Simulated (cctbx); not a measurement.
**NdMgIrRuS6: as given, inverted or twinned?**

Space group Pc (no. 7), a = 6.5790 Å, b = 6.5020 Å, c = 11.3260 Å, α = 90.00°, β = 125.50°, γ = 90.00°.

```
atom  mult.       x       y       z  Ueq (Å²)
 Ir1      2  0.4824  0.7430  0.4958    0.0047
 Nd1      2  0.2337  0.7941  0.7461    0.0111
 Ru1      2  0.0154  0.7430  0.0068    0.0072
  S1      2  0.6598  0.7426  0.7535    0.0155
  S2      2  0.3177  0.2203  0.7536    0.0172
  S3      2  0.8327  0.5424  0.5441    0.0166
  S4      2  0.1807  0.0250  0.9601    0.0083
  S5      2  0.7705  0.9656  0.0425    0.0143
  S6      2  0.2579  0.4551  0.4631    0.0096
 Mg1      2  0.7475  0.2823  0.7488    0.0148
```

The model was made for the exercise: a known structure type with other elements put in, its volume estimated, not relaxed; displacement parameters are assumed.

Data sets are simulated with cctbx and refined with Bijvoet mates kept apart; Flack x is then fitted as the share of an inverted twin with the atoms fixed, Hooft y from the Bijvoet differences. The group is acentric but holds improper operations, so there is an absolute structure (orientation) and no hand.

Untwinned crystal. What Flack and Hooft values should come out?

```csv
λ (Å),extinction (unmodelled),d min (Å),top counts,error (%),model,R1,Flack x,s.u.,Hooft y,s.u.,pairs
0.71073,0,0.77,70000,3,as given,0.0124,-0.001,0.003,-0.002,0.004,865
0.71073,0,0.77,70000,3,inverted,0.0664,0.929,0.013,1.073,0.005,865
1.54184,0.3,0.83,5000,6,as given,0.0305,0.005,0.006,0.002,0.009,677
```

With Mo Kα, x is within 3 s.u. of 0, so the absolute structure is right. With Cu Kα, x is within 3 s.u. of 0, so the absolute structure is right. Inverting the model turns x into about 1 − x.

A further crystal gives:

| λ (Å) | extinction (unmodelled) | d min (Å) | top counts | error (%) | model | R1 | Flack x | s.u. | Hooft y | s.u. | pairs |
| --- | --- | --- | --- | --- | --- | --- | --- | --- | --- | --- | --- |
| 0.7749 | 0.1 | 0.7 | 5000 | 4 | as given | 0.0417 | 0.287 | 0.009 | 0.287 | 0.009 | 1172 |

**Question.** What is it?

It was simulated as an inversion twin with a fraction 0.3 of the inverted domain. Flack x is over 3 s.u. from both 0 and 1 and reads that fraction.

[Logs are printed without paths, hosts, clocks, repeated set-up lines and the standing remarks that a program may print on its own settings, such as how far it seeks lower states.]
